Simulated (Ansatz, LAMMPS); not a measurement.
# Amorphous polyisobutylene (as short chains C10H22), from a frame at 250 K (128 atoms): geometry optimisation, part 3 of 3

How does amorphous polyisobutylene (as short chains C10H22), from a frame at 250 K (128 atoms) relax, and what do bonds, charges and levels look like afterwards?

Ansatz 0.2.0; Kohn-Sham DFT, PBE+D3(BJ), PAW (set soft_2), plane waves.

The cell: 40 C and 88 H. The network of contacts between molecules at the start is that of the classical potential that made the cell. The density was typed from a rule of thumb and may lie off the real one at this temperature. Only the Γ point is sampled, in a cell whose shortest periodic width is 10 Å.

So far. Step 4 (Relaxation): The relaxation changed the energy by -29.4 meV/atom, and atoms moved by 0.58 Å r.m.s., 1.3 Å at most.

### Step 6. Single point at the relaxed geometry

The electronic structure is read at the final geometry, in a run of its own.

File input.yaml:

```yaml
crystal:
  lattice:
    - [10.21753, 0.0, 0.0]
    - [0.0, 10.21753, 0.0]
    - [0.0, 0.0, 10.21753]
  atoms:
    - { symbol: C, position: [0.52266, 0.02566, 0.50643] }
    - { symbol: C, position: [0.47429, 0.09551, 0.38345] }
    - { symbol: C, position: [0.47578, 0.01463, 0.25582] }
    - { symbol: C, position: [0.38771, 0.89324, 0.26861] }
    - { symbol: C, position: [0.6154, 0.96574, 0.22738] }
    - { symbol: C, position: [0.43702, 0.09895, 0.13549] }
    - { symbol: C, position: [0.31366, 0.1875, 0.12795] }
    - { symbol: C, position: [0.29855, 0.22277, 0.98235] }
    - { symbol: C, position: [0.18742, 0.12011, 0.17315] }
    - { symbol: C, position: [0.33035, 0.31575, 0.20512] }
    - { symbol: H, position: [0.51639, 0.09134, 0.59133] }
    - { symbol: H, position: [0.46339, 0.93889, 0.52886] }
    - { symbol: H, position: [0.62503, 0.9941, 0.49783] }
    - { symbol: H, position: [0.53301, 0.18474, 0.36815] }
    - { symbol: H, position: [0.37364, 0.12883, 0.40177] }
    - { symbol: H, position: [0.43056, 0.82253, 0.33705] }
    - { symbol: H, position: [0.28931, 0.91685, 0.30416] }
    - { symbol: H, position: [0.37749, 0.84371, 0.17371] }
    - { symbol: H, position: [0.61881, 0.91381, 0.13322] }
    - { symbol: H, position: [0.68543, 0.04729, 0.22222] }
    - { symbol: H, position: [0.64945, 0.89739, 0.30281] }
    - { symbol: H, position: [0.52083, 0.16341, 0.11327] }
    - { symbol: H, position: [0.43138, 0.03022, 0.0524] }
    - { symbol: H, position: [0.38806, 0.26861, 0.94411] }
    - { symbol: H, position: [0.21736, 0.29173, 0.96772] }
    - { symbol: H, position: [0.27882, 0.13512, 0.92333] }
    - { symbol: H, position: [0.1885, 0.10008, 0.27859] }
    - { symbol: H, position: [0.17106, 0.02723, 0.12154] }
    - { symbol: H, position: [0.10275, 0.18361, 0.15352] }
    - { symbol: H, position: [0.25183, 0.38482, 0.1797] }
    - { symbol: H, position: [0.42402, 0.36331, 0.18239] }
    - { symbol: H, position: [0.32603, 0.30028, 0.31109] }
    [... 90 atom lines left out ...]
    - { symbol: H, position: [0.98829, 0.15847, 0.93178] }
    - { symbol: H, position: [0.95208, 0.98997, 0.9544] }
    - { symbol: H, position: [0.85117, 0.10957, 0.02717] }
    - { symbol: H, position: [0.75405, 0.88744, 0.8483] }
    - { symbol: H, position: [0.65062, 0.00829, 0.91656] }
    - { symbol: H, position: [0.65048, 0.98093, 0.74525] }
kpoints:
  mp_grid: { grid: [1, 1, 1] }
hamiltonian:
  xc: pbe
  dispersion: d3bj
scf:
  occupations: { method: gaussian, width: 0.05 }
output:
  forces: true
  stress: true
  populations: true
  dos:
    method: { smearing: { sigma: 0.08 } }
    de: 0.1
    projected: { site_lists: { C: [C], H: [H] } }
  eigenvalues: true
  write_density: true
  write_potential: true
  volumetric_format: npy
  elf: true
```

Command:

```
$ ansatz run input.yaml --threads 4 --pin off --max-ram 8192MiB --backend cpu --events-out ev --progress --plain --runs-dir out
```

Numbers of over 12 decimals in the logs are rounded to 6 here.

Output:

```text
[...]
Crystal: 128 atoms, lattice volume = 1066.689 Å³
Basis set: ecut = 420 eV, 20815 PW (Γ), exchange–correlation on 144×144×144 points (8 copies of the dense FFT grid, shifted against one another)
Bands: 252, of which v1, the nominal top of the filled ones, is band 124 counted from 1 (123 counted from 0)
Symmetry: 1 space group operations
[...]
k-points: 1
[...]
SCF iter   1: F=—  HF=-11463.169357 eV  |F-HF|=—  |Δ(HF+E_count)|=         —  Δρ=4.33e-3  dr2=1.99e-1  ethr=1.77e-3  ⟨swp⟩=6.0  Hψ=1191  notcnv=0  defer=33
[...]
SCF iter   8: F=-11463.173327 eV  HF=-11463.173327 eV  |F-HF|=4.52e-9  |Δ(HF+E_count)|=   6.91e-8  Δρ=1.24e-6  dr2=2.05e-8  ethr=4.03e-11  ⟨swp⟩=17.0  Hψ=2034  notcnv=0
SCF 1 converged in 8 iterations: F = -11463.173327 eV  dr2 = 2.05e-8
[...]
WARN: The input density's exchange-correlation potential varies sharply where the density is thin. Do not read a vacuum level from v_tot or v_xc, or from such a field of the output density. On a cell that repeats whose density bears no net charge and no dipole along the vacuum's axis use v_es (v_loc + v_h of the components); [...]
SCF converged after 8 iterations
Free energy (F): -11463.173327 eV
[...]
Internal energy: -11463.173327 eV  (E = F + TS)
E sigma→0 (E₀):  -11463.173327 eV
Fermi energy:    1.070326 eV
[...]
--- Forces (eV/Å), atoms counted from 1 ---
  atom   1  C      0.00520990    -0.00476861     0.00108064
  atom   2  C     -0.00706063     0.01033858     0.00400561
  atom   3  C      0.00483131    -0.00876110    -0.00167122
  atom   4  C     -0.00458511     0.00453069     0.00378748
  atom   5  C      0.00173667     0.00711075    -0.00371163
  atom   6  C      0.00423097     0.00372065    -0.00685300
  atom   7  C     -0.00064768     0.00491655     0.00250563
  atom   8  C      0.00543373    -0.00789281    -0.00775031
  atom   9  C     -0.00708430    -0.00826047     0.00746168
  atom  10  C      0.00532084    -0.00123529     0.00406330
  atom  11  H     -0.00047429    -0.00378749    -0.00340483
  atom  12  H      0.00194187     0.00707684    -0.00056288
  atom  13  H     -0.00633377     0.00104767     0.00175368
  atom  14  H     -0.00205820    -0.00268338     0.00072758
[...]
atom 127  H      0.00148438     0.00198275    -0.00026958
  atom 128  H      0.00395985     0.00193508     0.00551233
  max |Σ_I F_I| component: 5.02e-5 eV/Å
--- Stress (GPa, compression-positive) ---
       -0.090237       0.123757       0.010032
        0.123757       0.016552      -0.069447
        0.010032      -0.069447      -0.042497
  P = ⅓ Tr σ = -0.0387 GPa (-0.387 kbar)
--- Band table (eV) ---
[...]
--- Löwdin populations: 128 sites ---
  site symbol       q [e]
     0      C      4.4491
     1      C      4.2606
     2      C      3.9109
[...]
127      H      0.8275
  spilling = 0.010678 (of n_electrons = 248.000000)
```

Run time: 11 s. Hardware: 4 threads of Arm Neoverse V1, shared host; peak memory 1.1 GiB.

The program notes that the exchange-correlation potential is rough where the density is thin.

The run gave:

```yaml
free_energy: -11463.1733 eV
free_energy_per_atom: -89.5560 eV/atom
scf_cycles: 8
pressure: -0.03873 GPa
r_m_s_force_component: 0.00541 eV/Å
longest_force: 0.03332 eV/Å
fermi_energy: 1.07 eV
spacing_of_highest_filled_and_lowest_empty_level: 5.893 eV
spilling_of_the_projection: 0.01068
```

Löwdin charges by element (they lack the spilled electrons, 0.021 e an atom on average):

| element | coordination | atoms | mean charge (e) | spread | least | most |
| --- | --- | --- | --- | --- | --- | --- |
| C | all | 40 | -0.305 | 0.211 | -0.456 | 0.0999 |
| H | all | 88 | 0.169 | 0.0061 | 0.154 | 0.186 |

Density of states as counts of states in windows of 1 eV (from the Fermi level), total and the larger projections:

| from (eV) | to (eV) | total | C p | H s | C s |
| --- | --- | --- | --- | --- | --- |
| -10 | -9 | 8.5 | 3.9 | 2.0 | 2.4 |
| -9 | -8 | 7.5 | 3.7 | 2.1 | 1.7 |
| -8 | -7 | 24.8 | 17.5 | 6.3 | 0.5 |
| -7 | -6 | 31.5 | 21.4 | 9.2 | 0.5 |
| -6 | -5 | 33.4 | 21.1 | 11.7 | 0.3 |
| -5 | -4 | 40.1 | 25.1 | 14.5 | 0.2 |
| -4 | -3 | 34.6 | 25.2 | 8.7 | 0.5 |
| -3 | -2 | 3.7 | 2.9 | 0.8 | 0.1 |
| -2 | 2 | 0.0 | 0.0 | 0.0 | 0.0 |
| 2 | 3 | 1.8 | 0.1 | 0.8 | 0.5 |
| 3 | 4 | 4.7 | 0.6 | 1.8 | 0.8 |
| 4 | 5 | 23.9 | 4.4 | 9.1 | 3.1 |

The curve was stored every 0.100 eV, coarse against its broadening of 0.08 eV, so these counts are rough.

Between -17 and -10 eV lie 64 more states.

The levels nearest the highest filled one (over half full), pooled over k-points and spins:

| level less the highest filled one (eV) | occupation |
| --- | --- |
| -0.351 | 2 |
| -0.315 | 2 |
| -0.103 | 2 |
| -0.0602 | 2 |
| -0.0254 | 2 |
| 0 | 2 |
| 5.89 | 0 |
| 6.75 | 0 |
| 6.82 | 0 |
| 7.01 | 0 |
| 7.09 | 0 |
| 7.11 | 0 |

ELF in the bc plane at fractional x = 0.435, with atoms of C and H within 0.2 Å of it. It is the smooth field of the valence electrons, not physical close to the nuclei.

Ten even steps from '_' (0.01 × 1e-1) to '@' (9.96 × 1e-1), each cell a mean:
```
****--____..**@@@@%%..__--%%%%##==--++++..__::++**++..__..
__________--%%@@@@%%::____::--==**%%%%**----++##%%%%==____
__________::##@@%%++__________..++##++++##**++**%%##==..__
____________::==--____..==--::--++++::++@@##::--**++::____
______________________::++++====##%%**++####**##%%##==..__
________________________..::::--++**++----==%%@@@@@@##::__
________________--++--..____..::::::..____::##@@@@@@**..__
__..--==..____--%%@@@@##==::::::::..________..==**==..____
..--**##==____==@@@@@@@@**++**++::..::==**++::________....
====**##++____--@@@@@@%%----##**--::==%%@@@@##::__..**%%##
**======::______==**##**----++==..::++@@@@@@%%::__==@@@@@@
**==--..__________::**%%@@%%**::__..==##%%%%**..__++@@@@@@
========--::______::%%@@@@@@##..__..--====::..____..++##**
--++**####++::______**@@@@@@##..__..==--..____::::..__....
--++++**##**--________--++++::____..::..____++@@@@##::____
++##****++==..____________________________==@@@@@@@@**----
**##**==::..____..::....__________________++%%@@@@%%**####
++++++--________::==****==..______________::==**##++**%%%%
**%%%%**--..__..==%%@@@@@@++________________--++##****####
**%%##++++==....==@@@@@@@@==________________==%%@@%%++::--
++**::..++++::__::##@@@@++..______..::..____..**%%**::__..
@@@@##==++==..____::==--____::::--======::____..--::__..++
@@@@@@++--..____________..**##**++******==..__________--@@
@@@@%%--____..==++--____++@@@@%%==::++++--______..____..%%
```
Columns run along b (10.2 Å), rows up along c (10.2 Å). Atoms in or near the plane, at fractional coordinates: C at (0.10, 0.14), H at (0.82, 0.34), H at (0.03, 0.05), H at (0.36, 0.18), C at (0.44, 0.57), C at (0.63, 0.85), C at (0.59, 0.99), C at (0.78, 0.85), H at (0.71, 0.57), H at (0.34, 0.63), H at (0.42, 0.47), H at (0.82, 0.75).

Valence density in the bc plane at fractional x = 0.435, with atoms of C and H within 0.2 Å of it. It is the smooth field of the valence electrons, not physical close to the nuclei.

Values in e/Å³, 13 rows by 16 columns, each cell a mean:
```
0.0 0.0 0.0 0.1 0.3 0.1 0.0 0.2 0.7 1.5 1.0 0.2 0.3 0.3 0.1 0.0
0.0 0.0 0.0 0.0 0.1 0.0 0.0 0.1 0.3 1.1 1.5 1.2 1.5 1.1 0.2 0.0
0.0 0.0 0.0 0.0 0.0 0.0 0.0 0.1 0.4 1.0 1.1 0.9 1.4 1.2 0.2 0.0
0.0 0.0 0.0 0.0 0.0 0.1 0.1 0.1 0.2 0.3 0.1 0.1 0.4 0.7 0.1 0.0
0.0 0.1 0.0 0.0 0.1 0.9 1.0 0.8 0.4 0.2 0.2 0.2 0.1 0.0 0.0 0.0
0.3 0.2 0.1 0.0 0.1 0.6 1.5 1.7 0.6 0.2 0.7 1.3 0.3 0.0 0.2 0.4
0.4 0.3 0.2 0.0 0.0 0.2 1.1 1.1 0.2 0.1 0.3 0.3 0.1 0.0 0.2 0.5
0.4 1.3 0.9 0.2 0.0 0.0 0.2 0.2 0.0 0.0 0.1 0.0 0.1 0.1 0.1 0.1
0.7 1.1 0.6 0.1 0.0 0.0 0.0 0.0 0.0 0.0 0.0 0.0 0.3 1.3 0.7 0.5
1.3 0.7 0.2 0.1 0.1 0.2 0.1 0.0 0.0 0.0 0.0 0.0 0.2 0.8 1.2 1.4
0.9 1.4 0.8 0.2 0.2 0.8 0.6 0.1 0.0 0.0 0.0 0.0 0.1 0.4 0.4 0.4
1.0 1.7 1.1 0.3 0.1 0.1 0.1 0.1 0.1 0.2 0.2 0.0 0.0 0.1 0.1 0.1
0.8 0.5 0.2 0.1 0.1 0.0 0.0 0.3 0.8 1.4 0.8 0.1 0.0 0.0 0.0 0.1
```
Columns run along b (10.2 Å), rows up along c (10.2 Å). Atoms in or near the plane, at fractional coordinates: C at (0.10, 0.14), H at (0.82, 0.34), H at (0.03, 0.05), H at (0.36, 0.18), C at (0.44, 0.57), C at (0.63, 0.85), C at (0.59, 0.99), C at (0.78, 0.85), H at (0.71, 0.57), H at (0.34, 0.63), H at (0.42, 0.47), H at (0.82, 0.75).

Mean Löwdin charges: C -0.31, H +0.17 e (they miss 1.1 % of the electrons, so they add up to more than the cell's charge). The largest share in the top eV of filled states is C p (74 % of the projected weight), and in the lowest eV of empty states H s (55 % of the projected weight).

Local excerpt of 10 atoms (numbers count through the whole input) about H27, picked at random; x, y, z are measured from there.

| atom | x | y | z | distance (Å) | bonds | Löwdin charge (e) |
| --- | --- | --- | --- | --- | --- | --- |
| H27 | 0.00 | 0.00 | 0.00 | 0.00 | 1 | 0.17 |
| C9 | -0.01 | 0.20 | -1.08 | 1.10 | 4 | -0.45 |
| H29 | -0.88 | 0.85 | -1.28 | 1.77 | 1 | 0.17 |
| H28 | -0.18 | -0.74 | -1.60 | 1.78 | 1 | 0.17 |
| H17 | 1.03 | -1.87 | 0.26 | 2.15 | 1 | 0.17 |
| C7 | 1.28 | 0.89 | -1.54 | 2.19 | 4 | 0.10 |
| H15 | 1.89 | 0.29 | 1.26 | 2.29 | 1 | 0.16 |
| H108 | -2.20 | -1.09 | 0.25 | 2.47 | 1 | 0.19 |
| H32 | 1.41 | 2.05 | 0.33 | 2.50 | 1 | 0.17 |
| H110 | -1.08 | -0.13 | 2.27 | 2.51 | 1 | 0.16 |

The column of bonds counts only the pairs H-C within 1.34 Å, C-C within 1.85 Å; other neighbours, such as metal atoms beside each other in a compound, aren't counted, and periodic images can show an atom twice.

### Step 7. Other settings

Changed here: scf.occupations.method = "tetrahedron_uncorrected" and scf.occupations.width removed.

File input.yaml:

```yaml
crystal:
  lattice:
    - [10.21753, 0.0, 0.0]
    - [0.0, 10.21753, 0.0]
    - [0.0, 0.0, 10.21753]
  atoms:
    [... the 128 atom lines of step 3 ...]
kpoints:
  mp_grid: { grid: [1, 1, 1] }
hamiltonian:
  xc: pbe
  dispersion: d3bj
scf:
  occupations: { method: tetrahedron_uncorrected }
output:
  forces: true
  stress: true
  populations: intrinsic
  dos:
    method: { smearing: { sigma: 0.15 } }
    de: 0.1
    projected: { site_lists: { C: [C], H: [H] } }
  eigenvalues: true
```

Output:

```text
Warning: scf.occupations.method: one k-point leaves the tetrahedra no width, so the bands are filled by fermi_dirac at 0.0002 eV. In a gap the Fermi level, from which typed energy windows count, stands in the middle, and a product that sums over its own mesh keeps the tetrahedra and counts from the valence top. [...]
[...]
Crystal: 128 atoms, lattice volume = 1066.689 Å³
Basis set: ecut = 420 eV, 20815 PW (Γ), exchange–correlation on 144×144×144 points (8 copies of the dense FFT grid, shifted against one another)
Bands: 252, of which v1, the nominal top of the filled ones, is band 124 counted from 1 (123 counted from 0)
Symmetry: 1 space group operations
[...]
k-points: 1
[...]
SCF iter   1: F=—  HF=-11459.416295 eV  |F-HF|=—  |Δ(HF+E_count)|=         —  Δρ=4.60e-3  dr2=2.26e-1  ethr=1.77e-3  ⟨swp⟩=6.0  Hψ=1192  notcnv=0  defer=32
[...]
SCF iter   8: F=-11459.409211 eV  HF=-11459.409211 eV  |F-HF|=1.09e-8  |Δ(HF+E_count)|=   8.24e-8  Δρ=1.51e-6  dr2=2.82e-8  ethr=4.03e-11  ⟨swp⟩=14.0  Hψ=1630  notcnv=0
SCF 1 converged in 8 iterations: F = -11459.409211 eV  dr2 = 2.82e-8
[...]
SCF converged after 8 iterations
Free energy (F): -11459.409211 eV
[...]
Internal energy: -11459.409211 eV  (E = F + TS)
E sigma→0 (E₀):  -11459.409211 eV
Fermi energy:    1.127188 eV
[...]
--- Forces (eV/Å), atoms counted from 1 ---
  atom   1  C      1.67675858     0.39419156     0.55023506
  atom   2  C     -2.40427804    -0.97613281     0.82710732
  atom   3  C      1.05599512    -0.08802092    -0.61450418
  atom   4  C      0.44203907    -1.16214921     0.95443400
  atom   5  C      0.78762386     0.96140415     0.66296904
  atom   6  C      0.84630941     0.83498304     0.68506697
  atom   7  C     -0.90786365     1.12525698    -0.73158086
  atom   8  C     -0.30047186     0.96305325    -0.05350030
  atom   9  C     -2.41721001    -0.11622862     1.74595475
  atom  10  C      1.60514939     0.07783852    -0.75638541
  atom  11  H     -0.04161708    -0.53174091     0.34649180
  atom  12  H     -0.65030507    -0.31879912     0.08664797
  atom  13  H      0.11828100    -0.06907651     0.32723344
  atom  14  H      0.69331266     0.84846000    -0.43648932
[...]
atom 127  H     -0.59986922     0.41805401     0.55394276
  atom 128  H     -0.44446201    -0.47388011    -0.49231006
  max |Σ_I F_I| component: 7.80e-5 eV/Å
--- Stress (GPa, compression-positive) ---
        2.251987       0.283670       0.294297
        0.283669       0.222295      -0.628014
        0.294296      -0.628014       2.925921
  P = ⅓ Tr σ = 1.8001 GPa (18.001 kbar)
--- Band table (eV) ---
[...]
--- intrinsic populations: 128 sites ---
  site symbol       q [e]
     0      C      4.4971
     1      C      4.3028
     2      C      3.9422
[...]
127      H      0.8329
  spilling = 0.000000 (of n_electrons = 248.000000)
```

The job ended after 10 s (4 threads; peak memory 1.1 GiB; 40 s of CPU time).

Notices of the run: tetrahedra set aside.

The program set the tetrahedra aside and kept another filling, so they aren't tested. Forces differ from those of the single point at the start by 0.001 meV/Å r.m.s., 2.0e-4 % of their size. It took 1.00 times the reference's time (shared host, so rough). The change had no effect here: energy, forces and cycles are those of the reference.

### Step 8. Results

| Quantity | Value |
| --- | --- |
| energy change in the relaxation | -29.41 meV/atom |
| r.m.s. displacement | 0.576 Å |
| largest displacement | 1.292 Å |
| free energy per atom | -89.5560 eV/atom |
| pressure | -0.03873 GPa |
| r.m.s. force component | 0.00541 eV/Å |
| gap (highest filled to lowest empty level) | 5.893 eV |
| wall time of the 4 DFT runs | 2 min |

What this shows: Relaxation lowers the energy by 29.4 meV/atom and moves atoms by 0.58 Å r.m.s.; the r.m.s. force component goes from 0.71 to 0.0054 eV/Å, the pressure goes from 1.8 to -0.039 GPa, and the gap from 5.68 to 5.89 eV. By the final cutoffs no bond was broken or made. From the first step to the last the energy fell by 3.764 eV, and the largest move was 1.29 Å (H76). The C-C bonds change most in mean length: from 1.532 Å (spread 0.026) to 1.541 Å (spread 0.009). With the cutoffs above, all C atoms have 4 and all H atoms have 1 bonded neighbour. The highest filled and lowest empty levels differ by 5.89 eV (at Γ alone); a semilocal functional tends to put such gaps too low. In a disordered cell it changes from sample to sample, and tail or defect levels can set it.

Caveats: The network of contacts between molecules at the start is that of the classical potential that made the cell; in DFT atoms moved by 0.58 Å r.m.s.

[Logs are printed without paths, hosts, clocks, repeated set-up lines and the standing remarks that a program may print on its own settings, such as how far it seeks lower states.]

[Hosts, paths, dates, database ids (printed as entryN), source tags and the programs' standing remarks are cut or masked in the printed files.]
